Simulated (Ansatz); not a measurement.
# (MgO)1(TiC)3 [001] superlattice, started as rocksalt type: from the cell to its phonons

Task: relax (MgO)1(TiC)3 [001] superlattice, started as rocksalt type, then find its harmonic phonons.

Calculated with Ansatz 0.2.0; DFT PBE, scalar-relativistic, plane waves, PAW.

Report form: the programs' logs are mostly left out.

The structure was built from a prototype and need not be the compound's stable phase.

## Step 1: Starting point

Symmetry: P4/mmm, No. 123, tetragonal system. The conventional cell has a = 3.041 Å, b = 3.041 Å, c = 8.600 Å, α = 90.00°, β = 90.00°, γ = 90.00°. Nearest to C lie 5 Ti at 2.15 Å and 1 Mg at 2.15 Å. Nearest to C lie 6 Ti at 2.15 Å. Mg has 4 O at 2.15 Å and 2 C at 2.15 Å nearest. O has 4 Mg at 2.15 Å and 2 Ti at 2.15 Å nearest. Nearest to Ti lie 5 C at 2.15 Å and 1 O at 2.15 Å. Ti has 6 C at 2.15 Å nearest. Farther neighbours and most contacts between anions are not listed.

Coordinates:

```cif
data_structure
_symmetry_space_group_name_H-M 'P 1'
_symmetry_Int_Tables_number 1
_cell_length_a 3.0406
_cell_length_b 3.0406
_cell_length_c 8.6000
_cell_angle_alpha 90.000
_cell_angle_beta 90.000
_cell_angle_gamma 90.000
_cell_volume 79.51
loop_
_atom_site_label
_atom_site_type_symbol
_atom_site_fract_x
_atom_site_fract_y
_atom_site_fract_z
_atom_site_occupancy
C1 C 0.00000 0.00000 0.25000 1
C2 C 0.50000 0.50000 0.50000 1
C3 C 0.00000 0.00000 0.75000 1
Mg4 Mg 0.00000 0.00000 0.00000 1
O5 O 0.50000 0.50000 0.00000 1
Ti6 Ti 0.50000 0.50000 0.25000 1
Ti7 Ti 0.00000 0.00000 0.50000 1
Ti8 Ti 0.50000 0.50000 0.75000 1
```

## Step 2: Relaxation

The cell and atoms are relaxed, since residual forces and stress would shift the frequencies.

Input file input.yaml:

```yaml
crystal:
  lattice:
    - [2.15, 2.15, 0.0]
    - [-2.15, 2.15, 0.0]
    - [0.0, 0.0, 8.6]
  atoms:
    - { symbol: C, position: [0.0, 0.0, 0.25] }
    - { symbol: C, position: [0.5, 0.5, 0.5] }
    - { symbol: C, position: [0.0, 0.0, 0.75] }
    - { symbol: Mg, position: [0.0, 0.0, 0.0] }
    - { symbol: O, position: [0.5, 0.5, 0.0] }
    - { symbol: Ti, position: [0.5, 0.5, 0.25] }
    - { symbol: Ti, position: [0.0, 0.0, 0.5] }
    - { symbol: Ti, position: [0.5, 0.5, 0.75] }
kpoints:
  mp_grid: { grid: [10, 10, 4] }
hamiltonian:
  xc: pbe
scf:
  occupations: { method: gaussian, width: 0.1 }
output:
  forces: true
  stress: true
  eigenvalues: true
relax:
  adjacent_minimum: "off"
  f_tol: 0.005
  max_steps: 80
  cell: { stress_tol: 0.05 }
```

The run is started by

```
ansatz run input.yaml --threads 8 --pin off --max-ram 14336MiB --backend cpu --events-out ev --progress --plain --runs-dir out
```

Run time: 12 s. Hardware: 8 threads of Intel Xeon Platinum 8488C (Sapphire Rapids), shared host; peak memory 0.68 GiB.

This run has no spin polarisation, although Ti can carry a moment.

Step by step:

```
step  energy less that of the first step (eV)  largest force component (eV/Å)  pressure (GPa)  volume (Å³)
   1                                   0.0000                          0.3771            5.17        79.51
   2                                  -0.0655                          0.2893            1.34        80.88
   3                                  -0.0968                          0.0769           -0.28        81.68
   4                                  -0.1006                          0.0044           -0.13        81.75
   5                                  -0.1009                          0.0053           -0.01        81.73
   6                                  -0.1009                          0.0022            0.00        81.72
  7*                                  -0.1073                          0.0027            0.12        81.72
   8                                  -0.1073                          0.0001            0.00        81.78
  9*                                  -0.1074                          0.0002            0.00        81.78
```

Relaxation steps marked * repeat the geometry before them on a plane-wave basis chosen anew for their cell, so energy and pressure can jump there.

Forces are held to the 16 operations that the run works with; a distortion that breaks them can't arise in this run.

```
conventional cell, symmetrised  before  after  change
                         a (Å)   3.041  3.037  -0.1 %
                         b (Å)   3.041  3.037  -0.1 %
                         c (Å)   8.600  8.867  +3.1 %
              volume (Å³/atom)    9.94  10.22  +2.9 %
```

The atoms that moved most (Å, as changes of fractional coordinates times the final cell):

```
atom     dx     dy      dz  length
 Ti8  0.000  0.000  -0.057   0.057
 Ti6  0.000  0.000   0.057   0.057
  C3  0.000  0.000  -0.045   0.045
  C1  0.000  0.000   0.045   0.045
```

Numbers from this step:

```
pressure          : 0.001872 GPa
volume per atom   : 10.22 Å³
gap on the k-mesh : 0 eV
```

In this step the volume went from 9.94 to 10.22 Å³/atom.

## Step 3: Relaxing to small forces for the phonons

Phonons need a cell at rest on their own settings, so the relaxation is repeated with tight tolerances on forces and stress on the k mesh and occupations of the first response run.

Input file input.yaml:

```yaml
crystal:
  lattice:
    - [2.1473548369, 2.1473548369, 0.0]
    - [-2.1473548369, 2.1473548369, 0.0]
    - [0.0, 0.0, 8.8671660651]
  atoms:
    - { symbol: C, position: [0.0, 0.0, 0.2550485671] }
    - { symbol: C, position: [0.5, 0.5, 0.5] }
    - { symbol: C, position: [0.0, 0.0, 0.7449514329] }
    - { symbol: Mg, position: [0.0, 0.0, 0.0] }
    - { symbol: O, position: [0.5, 0.5, 0.0] }
    - { symbol: Ti, position: [0.5, 0.5, 0.2564785484] }
    - { symbol: Ti, position: [0.0, 0.0, 0.5] }
    - { symbol: Ti, position: [0.5, 0.5, 0.7435214516] }
kpoints:
  mp_grid: { grid: [12, 12, 4] }
hamiltonian:
  xc: pbe
scf:
  occupations: { method: methfessel_paxton, width: 0.15 }
output:
  forces: true
  stress: true
  eigenvalues: true
relax:
  adjacent_minimum: "off"
  f_tol: 0.001
  max_steps: 60
  cell: { stress_tol: 0.01 }
```

Elapsed: 10 s, on 8 threads; peak memory 0.73 GiB.

Little changed from the start: no atom moved by 0.005 Å and no cell edge by 0.1 %.

This step gave:

* pressure: 0.005137 GPa

The largest force component left is 0.20 meV/Å and the pressure is 0.005 GPa, within the tolerances set. The cell now holds 10.22 Å³/atom.

## Step 4: Modes at Γ

The zone centre is the only wavevector solved here; it holds the modes that light can see, as far as symmetry allows. No field response is asked, since the mesh shows no gap.

Input file input.yaml:

```yaml
crystal:
  lattice:
    - [2.1481861133, 2.1481861133, 0.0]
    - [-2.1481861133, 2.1481861133, 0.0]
    - [0.0, 0.0, 8.8595034525]
  atoms:
    - { symbol: C, position: [0.0, 0.0, 0.2551637862] }
    - { symbol: C, position: [0.5, 0.5, 0.5] }
    - { symbol: C, position: [0.0, 0.0, 0.7448362138] }
    - { symbol: Mg, position: [0.0, 0.0, 0.0] }
    - { symbol: O, position: [0.5, 0.5, 0.0] }
    - { symbol: Ti, position: [0.5, 0.5, 0.2563173464] }
    - { symbol: Ti, position: [0.0, 0.0, 0.5] }
    - { symbol: Ti, position: [0.5, 0.5, 0.7436826536] }
kpoints:
  mp_grid: { grid: [12, 12, 4] }
hamiltonian:
  xc: pbe
scf:
  occupations: { method: methfessel_paxton, width: 0.15 }
output:
  eigenvalues: true
phonons:
  method: dfpt
```

The job ended after 51 s (8 threads; peak memory 1.9 GiB; 5.8 min of CPU time).

Numbers from this step:

```yaml
sum_rule_residual_before_enforcement: 6.83e-4 eV/Å²
point_group: 4/mmm
highest_optical_mode_at_the_zone_centre_no_lo_to_term: 646.7 cm⁻¹
lowest_optical_zone_centre_mode: 190.5 cm⁻¹
```

Patterns of degenerate modes are one choice out of their space. Modes at Γ, with each element's share of the kinetic energy:

```
mode  frequency (cm⁻¹)  symmetry  C %  Mg %  O %  Ti %
   1               0.0  acoustic   16    11    7    65
   2               0.0  acoustic   16    11    7    65
   3               0.0  acoustic   16    11    7    65
   4             190.5        Eg   12     0    0    88
   5             190.5        Eg   12     0    0    88
   6             191.9        Eu    2    56   15    27
   7             191.9        Eu    2    56   15    27
   8             216.4       A2u    4    10   60    26
   9             256.9       A1g    9     0    0    91
  10             259.9        Eu    2    12    0    86
  11             259.9        Eu    2    12    0    86
  12             317.6       A2u    4    13    0    83
  13             372.3        Eu    2    22   72     4
  14             372.3        Eu    2    22   72     4
  15             388.6       A2u    4    64   17    15
  16             480.8        Eu   84     0    5    11
  17             480.8        Eu   84     0    5    11
  18             500.1        Eg   88     0    0    12
  19             500.1        Eg   88     0    0    12
  20             522.6        Eu   93     0    0     7
  21             522.6        Eu   93     0    0     7
  22             590.7       A2u   85     1   10     4
  23             622.5       A2u   87     1    5     7
  24             646.7       A1g   91     0    0     9
```

Displacements in mode 5 (190.5 cm⁻¹), the largest set to 1:
```
C1  -0.75  0.03  0.00
C2   0.00  0.00  0.00
C3   0.75 -0.03  0.00
Mg4  0.00  0.00  0.00
O5   0.00  0.00  0.00
Ti6 -1.00  0.04  0.00
Ti7  0.00  0.00  0.00
Ti8  1.00 -0.04  0.00
```

Displacements in mode 16 (480.8 cm⁻¹), the largest set to 1:
```
C1   1.00  0.00  0.00
C2   0.06  0.00  0.00
C3   1.00  0.00  0.00
Mg4  0.02  0.00  0.00
O5  -0.30  0.00  0.00
Ti6 -0.16  0.00  0.00
Ti7 -0.10  0.00  0.00
Ti8 -0.16  0.00  0.00
```

Before it was imposed, the acoustic sum rule was missed by 6.8e-4 eV/Å². Small misses are needed for a sound result but don't prove that mesh and cutoff are converged. The lowest optical mode is real, 190 cm⁻¹.

## Step 5: Another isotope, element C, natural mass 12.011 amu

An isotope changes the mass and not the force constants, so no new electronic calculation is needed; the shifts show which modes move this element.

The same force constants with the mass of C changed from 12.011 to 13.003 u (phonopy, no LO-TO term). Both lists are sorted by frequency; levels can cross, so a row need not hold one and the same mode. Modes under 3 cm⁻¹ are left out. Isotope shifts, by row:

```
    q  rank  natural mass (cm⁻¹)  changed mass (cm⁻¹)
0 0 0     4                190.5                189.5
0 0 0     5                190.5                189.5
0 0 0     6                191.9                191.7
0 0 0     7                191.9                191.7
0 0 0     8                216.4                  216
0 0 0     9                256.9                  256
0 0 0    10                259.9                259.7
0 0 0    11                259.9                259.7
0 0 0    12                317.6                317.1
0 0 0    13                372.3                371.9
0 0 0    14                372.3                371.9
0 0 0    15                388.6                  388
0 0 0    16                480.8                465.1
0 0 0    17                480.8                465.1
0 0 0    18                500.1                483.2
0 0 0    19                500.1                483.2
0 0 0    20                522.6                503.8
0 0 0    21                522.6                503.8
0 0 0    22                590.7                  571
0 0 0    23                622.5                601.7
0 0 0    24                646.7                623.7
```

A mode of this element alone would shift by -3.89 %. The highest zone-centre frequency without the field goes from 646.7 to 623.7 cm⁻¹ (-3.5 %). The product of the frequency ratios over all optical modes at Γ is 0.714; the product rule, (m/m′)^(3k/2) (M′/M)^(3/2) with k = 3 such atoms and M the mass of the cell, gives 0.714.

## Step 6: Another isotope, element Mg, natural mass 24.305 amu

The same for Mg, from 24.30 to 25.98 u.

A mode of this element alone would shift by -3.28 %. The highest zone-centre frequency without the field goes from 646.7 to 646.7 cm⁻¹ (+0.0 %). The product of the frequency ratios over all optical modes at Γ is 0.915; the product rule, (m/m′)^(3k/2) (M′/M)^(3/2) with k = 1 such atoms and M the mass of the cell, gives 0.915.

## Step 7: Isotope substitution, element O, natural mass 15.999 amu

The same for O, from 16.00 to 18.00 u.

The same force constants with the mass of O changed from 15.999 to 17.999 u (phonopy, no LO-TO term). Both lists are sorted by frequency; levels can cross, so a row need not hold one and the same mode. Modes under 3 cm⁻¹ are left out. Isotope shifts, by row:

```
    q  rank  natural mass (cm⁻¹)  changed mass (cm⁻¹)
0 0 0     4                190.5                  190
0 0 0     5                190.5                  190
0 0 0     6                191.9                190.5
0 0 0     7                191.9                190.5
0 0 0     8                216.4                208.6
0 0 0     9                256.9                256.9
0 0 0    10                259.9                259.9
0 0 0    11                259.9                259.9
0 0 0    12                317.6                317.6
0 0 0    13                372.3                356.9
0 0 0    14                372.3                356.9
0 0 0    15                388.6                384.9
0 0 0    16                480.8                479.6
0 0 0    17                480.8                479.6
0 0 0    18                500.1                500.1
0 0 0    19                500.1                500.1
0 0 0    20                522.6                522.6
0 0 0    21                522.6                522.6
0 0 0    22                590.7                587.3
0 0 0    23                622.5                620.9
0 0 0    24                646.7                646.7
```

A mode of this element alone would shift by -5.72 %. The highest zone-centre frequency without the field goes from 646.7 to 646.7 cm⁻¹ (+0.0 %). The product of the frequency ratios over all optical modes at Γ is 0.849; the product rule, (m/m′)^(3k/2) (M′/M)^(3/2) with k = 1 such atoms and M the mass of the cell, gives 0.849.

## Step 8: Isotope substitution, element Ti, natural mass 47.867 amu

The same for Ti, from 47.87 to 49.94 u.

A mode of this element alone would shift by -2.10 %. The highest zone-centre frequency without the field goes from 646.7 to 645.5 cm⁻¹ (-0.2 %). The product of the frequency ratios over all optical modes at Γ is 0.861; the product rule, (m/m′)^(3k/2) (M′/M)^(3/2) with k = 3 such atoms and M the mass of the cell, gives 0.861.

## Step 9: Outcome

```json
{"space group after relaxation (within 0.01 Å)": "P4/mmm", "volume per atom": "10.2 Å³", "electronic character": "no gap on this mesh", "highest optical mode at the zone centre (no LO-TO term)": "647 cm⁻¹", "lowest optical zone-centre mode": "190 cm⁻¹", "imaginary modes at Γ (the only wavevector solved)": "none"}
```

**Reading.** The structure is stable against zone-centre distortions, since no mode there is imaginary; other wavevectors were not solved, so zone-boundary instabilities are untested. The optical modes at Γ span 190 to 647 cm⁻¹. No dispersion was computed. The highest mode in this list at Γ, 646.7 cm⁻¹, is mostly motion of C (91 % of the kinetic energy). With no gap, or one that is small against the smearing, the frequencies hang on the k mesh and the smearing, most of all near Kohn anomalies. The starting cell was built on a prototype and not taken from a measurement, so the phase need not exist. These are harmonic frequencies at zero temperature: anharmonic shifts, linewidths and thermal expansion are left out.

[Logs are printed without paths, hosts, clocks, repeated set-up lines and the standing remarks that a program may print on its own settings, such as how far it seeks lower states.]

[Hosts, paths, dates, database ids (printed as entryN), source tags and the programs' standing remarks are cut or masked in the printed files.]
